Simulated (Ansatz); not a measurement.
In doubt: masses and optical values from hybrid runs of this build are listed as unsure (in some of the runs), which bears on the screening that GW takes from such a start.

Two G0W0 runs on WS2 (Tungstenite).

The database entry behind the starting cell differs from later determinations by our own check (an axis about 1.4 % long against later determinations), so it need not match the best structure at ambient conditions.

```
W S
1.0
     3.18000    0.00000    0.00000
    -1.59000    2.75396    0.00000
     0.00000    0.00000   12.50000
W S
2 4
Direct
  0.33333 0.66667 0.25000
  0.66667 0.33333 0.75000
  0.33333 0.66667 0.62500
  0.66667 0.33333 0.12500
  0.33333 0.66667 0.87500
  0.66667 0.33333 0.37500
```

The cell and positions come from the Crystallography Open Database and are kept as given unless a step says otherwise. Spin-orbit coupling is left out unless a run names it. PAW set soft_2, made with PBE.

The first (Ansatz 0.2.0; start HSE06, 6×6×2 mesh, 703 empty bands, screening to 200 eV; 1 × NVIDIA H100 80GB HBM3 (shared by 3 runs) with 3 threads of AMD EPYC 7R13 (Zen 3), shared host) gave, on its mesh: starting gap 1.58 eV, G0W0 gap 1.67 eV, RPA ε∞ (mean) 8.95, 2.1 min.

The second gave: starting gap 1.05 eV, G0W0 gap 1.47 eV, RPA ε∞ (mean) 11.10, 42 s.

Question: What was changed in the input? Choose among start, files, mesh, bands and cutoff, frequency model or another key.

Changed: start from HSE06 to PBE and frequency model from contour deformation to plasmon pole. A jump of this size in the start, with ε∞ moving the other way, marks another functional. Other changes could give like numbers; this is the one that was made.

Limits: not at the basis limit; no spin-orbit coupling.

[Paths, hosts, dates, memory and timing lines, banners, echoed tables and standing remarks are left out of the program output.]

[Logs are printed without paths, hosts, clocks, repeated set-up lines and the standing remarks that a program may print on its own settings, such as how far it seeks lower states.]

[Runs of the session that timed out or met a known fault of the program may be left out.]

[Cells called generated may have been cut or substituted from an entry of the Crystallography Open Database or the Materials Project.]

[Hosts, paths, dates, database ids (printed as entryN), source tags and the programs' standing remarks are cut or masked in the printed files.]
